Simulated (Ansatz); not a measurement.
# Se on Al(111): change of the work function, part 2 of 4

Wanted: Δφ(θ) for Se/Al(111), starting from the fcc site.

Ansatz 0.2.0; plane-wave DFT, PBE, Ansatz PAW.

So far, work function, upper face (eV): step 2 (the clean slab) 4.02.

### Step 3. Adsorbate added, k-mesh 4×4×1, coverage 0.111 ML

System of this step: Se/Al(111). The cell holds 37 atoms: 36 Al and 1 Se. Cell: a = 8.591 Å, b = 8.591 Å, c = 26.809 Å, α = 90.0°, β = 90.0°, γ = 60.0°. Vacuum lies along c.

The clean slab as it ended is repeated in the plane and the adsorbate is set on one face; the cell's size fixes the coverage, and the k-mesh shrinks with it to keep the sampling density about even. Adsorbate and upper layers relax, since the dipole depends on the height.

input.yaml reads:

```yaml
crystal:
  lattice:
    - [8.5913473915, 0.0, 0.0]
    - [4.2956736957, 7.4403250937, 0.0]
    - [0.0, 0.0, 26.8090152073]
  atoms:
    - { symbol: Al, position: [0.0, 0.0, 0.3357079673] }
    - { symbol: Al, position: [0.1111111111, 0.1111111111, 0.4229274556] }
    - { symbol: Al, position: [0.2222222222, 0.2222222222, 0.5081857574] }
    - { symbol: Al, position: [0.0, 0.0, 0.5952293325] }
    - { symbol: Al, position: [0.0, 0.3333333333, 0.3357079673] }
    - { symbol: Al, position: [0.1111111111, 0.4444444444, 0.4229274556] }
    - { symbol: Al, position: [0.2222222222, 0.5555555556, 0.5081857574] }
    - { symbol: Al, position: [0.0, 0.3333333333, 0.5952293325] }
    - { symbol: Al, position: [0.0, 0.6666666667, 0.3357079673] }
    - { symbol: Al, position: [0.1111111111, 0.7777777778, 0.4229274556] }
    - { symbol: Al, position: [0.2222222222, 0.8888888889, 0.5081857574] }
    - { symbol: Al, position: [0.0, 0.6666666667, 0.5952293325] }
    - { symbol: Al, position: [0.3333333333, 0.0, 0.3357079673] }
    - { symbol: Al, position: [0.4444444444, 0.1111111111, 0.4229274556] }
    - { symbol: Al, position: [0.5555555556, 0.2222222222, 0.5081857574] }
    - { symbol: Al, position: [0.3333333333, 0.0, 0.5952293325] }
    - { symbol: Al, position: [0.3333333333, 0.3333333333, 0.3357079673] }
    - { symbol: Al, position: [0.4444444444, 0.4444444444, 0.4229274556] }
    - { symbol: Al, position: [0.5555555556, 0.5555555556, 0.5081857574] }
    - { symbol: Al, position: [0.3333333333, 0.3333333333, 0.5952293325] }
    - { symbol: Al, position: [0.3333333333, 0.6666666667, 0.3357079673] }
    - { symbol: Al, position: [0.4444444444, 0.7777777778, 0.4229274556] }
    - { symbol: Al, position: [0.5555555556, 0.8888888889, 0.5081857574] }
    - { symbol: Al, position: [0.3333333333, 0.6666666667, 0.5952293325] }
    - { symbol: Al, position: [0.6666666667, 0.0, 0.3357079673] }
    - { symbol: Al, position: [0.7777777778, 0.1111111111, 0.4229274556] }
    - { symbol: Al, position: [0.8888888889, 0.2222222222, 0.5081857574] }
    - { symbol: Al, position: [0.6666666667, 0.0, 0.5952293325] }
    - { symbol: Al, position: [0.6666666667, 0.3333333333, 0.3357079673] }
    - { symbol: Al, position: [0.7777777778, 0.4444444444, 0.4229274556] }
    - { symbol: Al, position: [0.8888888889, 0.5555555556, 0.5081857574] }
    - { symbol: Al, position: [0.6666666667, 0.3333333333, 0.5952293325] }
    - { symbol: Al, position: [0.6666666667, 0.6666666667, 0.3357079673] }
    - { symbol: Al, position: [0.7777777778, 0.7777777778, 0.4229274556] }
    - { symbol: Al, position: [0.8888888889, 0.8888888889, 0.5081857574] }
    - { symbol: Al, position: [0.6666666667, 0.6666666667, 0.5952293325] }
    - { symbol: Se, position: [0.1111111111, 0.1111111111, 0.6642920327] }
kpoints:
  mp_grid: { grid: [4, 4, 1] }
hamiltonian:
  xc: pbe
scf:
  occupations: { method: fermi_dirac, width: 0.1 }
  convergence: { dr2_threshold: 1.0e-08 }
efield:
  axis: 3
  dipole_correction: true
  ramp_position: 0.97
  ramp_width: 0.06
relax:
  f_tol: 0.02
  max_steps: 60
  constraints:
    - { sites: [0, 1, 4, 5, 8, 9, 12, 13, 16, 17, 20, 21, 24, 25, 28, 29, 32, 33] }
output:
  write_potential: true
  write_density: true
  volumetric_format: npy
```

Command:

```bash
ansatz run input.yaml --threads 2 --pin off --max-ram 4096MiB --backend cpu --events-out ev --progress --plain --runs-dir out
```

Numbers of over 12 decimals in the logs are rounded to 6 here.

Log:

```text
[...]
Crystal: 37 atoms, lattice volume = 1713.697 Å³
Basis set: ecut = 420 eV, 33479 PW (Γ), exchange–correlation on 120×120×360 points (8 copies of the dense FFT grid, shifted against one another)
Bands: 99, of which v1, the nominal top of the filled ones, is band 62 counted from 1 (61 counted from 0)
Symmetry: 6 space group operations
[...]
k-points: 4 of 16 (time reversal used)
[...]
SCF iter   1: F=—  HF=-24814.263266 eV  |F-HF|=—  |Δ(HF+E_count)|=         —  Δρ=1.49e-3  dr2=5.24e-1  ethr=1.77e-3  p=-0.107 e·Å  D=-1.13e-2 V/Å  ΔV_dip=0.30 eV  dr2_dipole=3.01e-2  V_vac-E_F(+/−)=4.26/3.96 eV  ⟨swp⟩=10.8  Hψ=2419  notcnv=0  defer=5
[...]
SCF iter   8: F=-24814.232935 eV  HF=-24814.232935 eV  |F-HF|=1.39e-8  |Δ(HF+E_count)|=   7.21e-8  Δρ=2.72e-7  dr2=2.16e-9  ethr=8.06e-12  p=-0.056 e·Å  D=-5.90e-3 V/Å  ΔV_dip=0.16 eV  dr2_dipole=6.44e-11  V_vac-E_F(+/−)=4.20/4.04 eV  ⟨swp⟩=11.0  Hψ=2711  notcnv=0
SCF 1 converged in 8 iterations: F = -24814.232935 eV  dr2 = 2.16e-9
[...]
relax step   1: F+E_penalty+E_count = -24814.23293499 eV  Δ(F+E_penalty+E_count) = +0.000e0 eV  max|allowed force component| = 6.277e-1 eV/Å  Δτ_max = 0.0000 Å  (8 SCF iters, accepted)
[...]
SCF iter   8: F=-24814.375555 eV  HF=-24814.375555 eV  |F-HF|=1.24e-8  |Δ(HF+E_count)|=   5.96e-8  Δρ=2.04e-7  dr2=1.51e-9  ethr=8.06e-12  p=-0.065 e·Å  D=-6.82e-3 V/Å  ΔV_dip=0.18 eV  dr2_dipole=3.77e-12  V_vac-E_F(+/−)=4.21/4.03 eV  ⟨swp⟩=10.2  Hψ=2512  notcnv=0
SCF 2 converged in 8 iterations: F = -24814.375555 eV  dr2 = 1.51e-9
relax step   2: F+E_penalty+E_count = -24814.37555480 eV  Δ(F+E_penalty+E_count) = -1.426e-1 eV  max|allowed force component| = 1.325e-1 eV/Å  Δτ_max = 0.1111 Å  (8 SCF iters, accepted)
SCF iter   1: F=—  HF=-24814.384593 eV  |F-HF|=—  |Δ(HF+E_count)|=         —  Δρ=3.92e-4  dr2=9.11e-3  ethr=6.98e-5  p=-0.065 e·Å  D=-6.82e-3 V/Å  ΔV_dip=0.18 eV  dr2_dipole=1.66e-4  V_vac-E_F(+/−)=4.21/4.03 eV  ⟨swp⟩=2.0  Hψ=847  notcnv=0  defer=17
[...]
SCF iter   7: F=-24814.382509 eV  HF=-24814.382509 eV  |F-HF|=1.00e-8  |Δ(HF+E_count)|=   5.89e-8  Δρ=3.23e-7  dr2=3.86e-9  ethr=8.06e-12  p=-0.061 e·Å  D=-6.45e-3 V/Å  ΔV_dip=0.17 eV  dr2_dipole=2.22e-11  V_vac-E_F(+/−)=4.20/4.03 eV  ⟨swp⟩=10.0  Hψ=2580  notcnv=0
SCF 3 converged in 7 iterations: F = -24814.382509 eV  dr2 = 3.86e-9
relax step   3: F+E_penalty+E_count = -24814.38250916 eV  Δ(F+E_penalty+E_count) = -6.954e-3 eV  max|allowed force component| = 5.691e-2 eV/Å  Δτ_max = 0.0294 Å  (7 SCF iters, accepted)
SCF iter   1: F=—  HF=-24814.383476 eV  |F-HF|=—  |Δ(HF+E_count)|=         —  Δρ=8.07e-5  dr2=7.55e-4  ethr=2.26e-6  p=-0.061 e·Å  D=-6.45e-3 V/Å  ΔV_dip=0.17 eV  dr2_dipole=3.44e-5  V_vac-E_F(+/−)=4.20/4.03 eV  ⟨swp⟩=2.0  Hψ=776  notcnv=0  defer=17
[...]
SCF iter   6: F=-24814.383100 eV  HF=-24814.383100 eV  |F-HF|=1.31e-8  |Δ(HF+E_count)|=   4.08e-8  Δρ=2.55e-7  dr2=3.42e-9  ethr=8.06e-12  p=-0.059 e·Å  D=-6.25e-3 V/Å  ΔV_dip=0.17 eV  dr2_dipole=2.25e-10  V_vac-E_F(+/−)=4.20/4.03 eV  ⟨swp⟩=10.0  Hψ=2575  notcnv=0
SCF 4 converged in 6 iterations: F = -24814.383100 eV  dr2 = 3.42e-9
relax step   4: F+E_penalty+E_count = -24814.38310000 eV  Δ(F+E_penalty+E_count) = -5.908e-4 eV  max|allowed force component| = 9.659e-3 eV/Å  Δτ_max = 0.0050 Å  (6 SCF iters, accepted)
NSCF: frozen V_eff on 4 k-points
[...]
SCF converged after 6 iterations
Free energy (F): -24814.383100 eV
[...]
Internal energy: -24813.886290 eV  (E = F + TS)
E sigma→0 (E₀):  -24814.134695 eV
Entropy (-TS):   -0.496810 eV (-13.427 meV/atom)
Fermi energy:    0.301217 eV
Dipole field:    D = -0.006252 V/Å  (p = -0.059211 e·Å, saw-weighted, corrected)
Work function:   Φ+ = 4.1969 eV   Φ− = 4.0293 eV
[...]
--- Forces (eV/Å), atoms counted from 1 ---
  atom   1  Al     0.07895291     0.04558348    -0.00519854
  atom   2  Al     0.00000000     0.00000000     0.11300762
  atom   3  Al    -0.00019581    -0.00011305     0.00006318
  atom   4  Al     0.00248499     0.00143471     0.00096814
  atom   5  Al     0.00000000    -0.09116697    -0.00519854
  atom   6  Al    -0.06656016    -0.07758328    -0.00826380
  atom   7  Al    -0.00058477     0.00033762    -0.00008445
  atom   8  Al     0.00000000    -0.00286942     0.00096814
  atom   9  Al     0.04905064    -0.02831940     0.03036842
  atom  10  Al     0.03390901     0.09643443    -0.00826380
  atom  11  Al    -0.00000000     0.00022610     0.00006318
  atom  12  Al    -0.00031212     0.00018020    -0.00021646
  atom  13  Al    -0.07895291     0.04558348    -0.00519854
  atom  14  Al    -0.10046917    -0.01885115    -0.00826380
  atom  15  Al     0.00000000    -0.00067523    -0.00008445
  atom  16  Al    -0.00248499     0.00143471     0.00096814
  atom  17  Al     0.00318330     0.00183788    -0.04072505
  atom  18  Al     0.00000000     0.00000000     0.00390441
  atom  19  Al     0.00058477     0.00033762    -0.00008445
  atom  20  Al     0.00011284     0.00006515     0.00024969
  atom  21  Al     0.00000000    -0.00367576    -0.04072505
  atom  22  Al    -0.03390901     0.09643443    -0.00826380
  atom  23  Al     0.00030754    -0.00017756     0.00147298
  atom  24  Al     0.00000000    -0.00013029     0.00024969
  atom  25  Al    -0.00000000     0.05663879     0.03036842
  atom  26  Al     0.10046917    -0.01885115    -0.00826380
  atom  27  Al     0.00019581    -0.00011305     0.00006318
  atom  28  Al     0.00000000    -0.00036040    -0.00021646
  atom  29  Al    -0.00318330     0.00183788    -0.04072505
  atom  30  Al     0.06656016    -0.07758328    -0.00826380
  atom  31  Al    -0.00000000     0.00035511     0.00147298
  atom  32  Al    -0.00011284     0.00006515     0.00024969
  atom  33  Al    -0.04905064    -0.02831940     0.03036842
  atom  34  Al    -0.00000000     0.00000000    -0.01836514
  atom  35  Al    -0.00030754    -0.00017756     0.00147298
  atom  36  Al     0.00031212     0.00018020    -0.00021646
  atom  37  Se     0.00000000    -0.00000000    -0.00965936
  max |Σ_I F_I| component: 1.59e-6 eV/Å
--- Band table (eV) ---
  k-point 0: bands = [... 58 lower, -0.3225, -0.1480, -0.1079, -0.0895, -0.0895, -0.0675, 0.1018, 0.1018, ... 33 higher]
  k-point 1: bands = [... 58 lower, -0.1520, -0.0059, 0.0090, 0.0595, 0.0721, 0.1311, 0.4114, 0.5110, ... 33 higher]
  k-point 2: bands = [... 58 lower, 0.0018, 0.3624, 0.4015, 0.4940, 0.5003, 0.5502, 0.7159, 0.7185, ... 33 higher]
  k-point 3: bands = [... 58 lower, -0.1062, 0.1936, 0.3490, 0.4129, 0.5477, 0.6144, 0.7579, 0.8302, ... 33 higher]
--- Relaxed structure (4 steps of the walk, 4 accepted, 0 SCFs on fresh bases) ---
  F+E_penalty+E_count = -24814.38310000 eV   max|allowed force component| = 9.659e-3 eV/Å
  atoms:
    - { symbol: Al, position: [1.1111113280699718e-11, 1.1111113280699722e-11, 0.3357079673] }
    - { symbol: Al, position: [0.111111, 0.111111, 0.422927] }
    - { symbol: Al, position: [0.220733, 0.220733, 0.510674] }
    - { symbol: Al, position: [-0.00808617, -0.00808617, 0.597800] }
    - { symbol: Al, position: [1.1111056519297335e-11, 0.333333, 0.3357079673] }
    - { symbol: Al, position: [0.111111, 0.444444, 0.422927] }
    - { symbol: Al, position: [0.220537, 0.556398, 0.507218] }
    - { symbol: Al, position: [-0.00808617, 0.349506, 0.597800] }
    - { symbol: Al, position: [-2.2222224060897133e-11, 0.666667, 0.3357079673] }
    - { symbol: Al, position: [0.111111, 0.777778, 0.422927] }
    - { symbol: Al, position: [0.220733, 0.891867, 0.510674] }
    - { symbol: Al, position: [0.000631957, 0.666351, 0.595327] }
    - { symbol: Al, position: [0.333333, 1.1111113280699722e-11, 0.3357079673] }
    - { symbol: Al, position: [0.444444, 0.111111, 0.422927] }
    - { symbol: Al, position: [0.556398, 0.220537, 0.507218] }
    - { symbol: Al, position: [0.349506, -0.00808617, 0.597800] }
    - { symbol: Al, position: [0.333333, 0.333333, 0.3357079673] }
    - { symbol: Al, position: [0.444444, 0.444444, 0.422927] }
    - { symbol: Al, position: [0.556398, 0.556398, 0.507218] }
    - { symbol: Al, position: [0.334886, 0.334886, 0.592782] }
    - { symbol: Al, position: [0.333333, 0.666667, 0.3357079673] }
    - { symbol: Al, position: [0.444444, 0.777778, 0.422927] }
    - { symbol: Al, position: [0.556014, 0.888660, 0.507423] }
    - { symbol: Al, position: [0.334886, 0.663561, 0.592782] }
    - { symbol: Al, position: [0.666667, -2.22222043069289e-11, 0.3357079673] }
    - { symbol: Al, position: [0.777778, 0.111111, 0.422927] }
    - { symbol: Al, position: [0.891867, 0.220733, 0.510674] }
    - { symbol: Al, position: [0.666351, 0.000631957, 0.595327] }
    - { symbol: Al, position: [0.666667, 0.333333, 0.3357079673] }
    - { symbol: Al, position: [0.777778, 0.444444, 0.422927] }
    - { symbol: Al, position: [0.888660, 0.556014, 0.507423] }
    - { symbol: Al, position: [0.663561, 0.334886, 0.592782] }
    - { symbol: Al, position: [0.666667, 0.666667, 0.3357079673] }
    - { symbol: Al, position: [0.777778, 0.777778, 0.422927] }
    - { symbol: Al, position: [0.888660, 0.888660, 0.507423] }
    - { symbol: Al, position: [0.666351, 0.666351, 0.595327] }
    - { symbol: Se, position: [0.111111, 0.111111, 0.663966] }
```

It took 2.3 min on 2 threads of Arm Neoverse V1, shared host; peak memory 2.1 GiB.

Step by step:

| step | energy less that of the first step (eV) | largest force component (eV/Å) |
| --- | --- | --- |
| 1 | 0.0000 | 0.6277 |
| 2 | -0.1426 | 0.1325 |
| 3 | -0.1496 | 0.0569 |
| 4 | -0.1502 | 0.0097 |

Forces are held to the 6 operations that the run works with; a distortion that breaks them can't arise in this run.

The atoms that moved most (Å):

| atom | dx | dy | dz | length |
| --- | --- | --- | --- | --- |
| Al8 | 0.000 | 0.120 | 0.069 | 0.139 |
| Al4 | -0.104 | -0.060 | 0.069 | 0.139 |
| Al16 | 0.104 | -0.060 | 0.069 | 0.139 |
| Al3 | -0.019 | -0.011 | 0.067 | 0.070 |
| Al11 | 0.000 | 0.022 | 0.067 | 0.070 |
| Al27 | 0.019 | -0.011 | 0.067 | 0.070 |
| Al32 | -0.020 | 0.012 | -0.066 | 0.070 |
| Al20 | 0.020 | 0.012 | -0.066 | 0.070 |

The relaxed structure:

```
Al Se
1.0
     8.59135    0.00000    0.00000
     4.29567    7.44033    0.00000
     0.00000    0.00000   26.80902
Al Se
36 1
Direct
  0.00000 0.00000 0.33571
  0.11111 0.11111 0.42293
  0.22073 0.22073 0.51067
  0.99191 0.99191 0.59780
  0.00000 0.33333 0.33571
  0.11111 0.44444 0.42293
  0.22054 0.55640 0.50722
  0.99191 0.34951 0.59780
  0.00000 0.66667 0.33571
  0.11111 0.77778 0.42293
  0.22073 0.89187 0.51067
  0.00063 0.66635 0.59533
  0.33333 0.00000 0.33571
  0.44444 0.11111 0.42293
  0.55640 0.22054 0.50722
  0.34951 0.99191 0.59780
  0.33333 0.33333 0.33571
  0.44444 0.44444 0.42293
  0.55640 0.55640 0.50722
  0.33489 0.33489 0.59278
  0.33333 0.66667 0.33571
  0.44444 0.77778 0.42293
  0.55601 0.88866 0.50742
  0.33489 0.66356 0.59278
  0.66667 0.00000 0.33571
  0.77778 0.11111 0.42293
  0.89187 0.22073 0.51067
  0.66635 0.00063 0.59533
  0.66667 0.33333 0.33571
  0.77778 0.44444 0.42293
  0.88866 0.55601 0.50742
  0.66356 0.33489 0.59278
  0.66667 0.66667 0.33571
  0.77778 0.77778 0.42293
  0.88866 0.88866 0.50742
  0.66635 0.66635 0.59533
  0.11111 0.11111 0.66397
```

This step gave:

| Item | Value |
| --- | --- |
| energy at zero smearing | -24814.1347 eV |
| work function, upper face | 4.197 eV |
| work function, lower face | 4.029 eV |
| dipole along the normal | -0.05921 e·Å |
| step between the vacuum levels | 0.1676 eV |

Running mean over 2.338 Å of the planar mean; the ramp of the sawtooth is left out. Table of electron's electrostatic potential energy less the Fermi level by z:

z (Å), electron's electrostatic potential energy less the Fermi level (eV) and a bar from the least value:
```
      3.5       4.03 #############################
      4.0       4.03 #############################
      4.5       4.03 #############################
      5.0       4.02 #############################
      5.5       4.00 #############################
      6.0       3.93 #############################
      6.5       3.70 ############################
      7.0       2.93 ##########################
      7.5       1.00 ###################
      8.0      -1.36 ###########
      8.5      -3.48 ####
      9.0      -4.40 #
      9.5      -4.55 #
     10.0      -4.57 #
     10.5      -4.60 #
     11.0      -4.60 #
     11.5      -4.65 
     12.0      -4.76 
     12.5      -4.78 
     13.0      -4.75 
     13.5      -4.65 
     14.0      -4.63 
     14.5      -4.65 
     15.0      -4.64 
     15.5      -4.63 #
     16.0      -4.54 #
     16.5      -3.75 ###
     17.0      -1.85 ##########
     17.5       0.34 #################
     18.0       2.19 #######################
     18.5       3.09 ##########################
     19.0       3.59 ############################
     19.5       3.94 #############################
     20.0       4.13 ##############################
     20.5       4.18 ##############################
     21.0       4.19 ##############################
     21.5       4.20 ##############################
     22.0       4.20 ##############################
     22.5       4.20 ##############################
     23.0       4.20 ##############################
     23.5       4.20 ##############################
```

The relaxation took 4 steps and lowered the energy by 0.15 eV; the largest force on the free atoms ends at 0.0097 eV/Å.

The covered face has 4.20 eV, +0.18 eV against the clean one; the bare back face has moved by +0.01 eV, a measure of how thin the slab is.

[end of part 2 of 4]

[Logs are printed without paths, hosts, clocks, repeated set-up lines and the standing remarks that a program may print on its own settings, such as how far it seeks lower states.]

[Hosts, paths, dates, database ids (printed as entryN), source tags and the programs' standing remarks are cut or masked in the printed files.]

[Maps of the electrostatic potential energy from Ansatz leave out the sawtooth potential of an applied field or a dipole correction, so their vacuum need not be flat; planar profiles and work functions include it.]
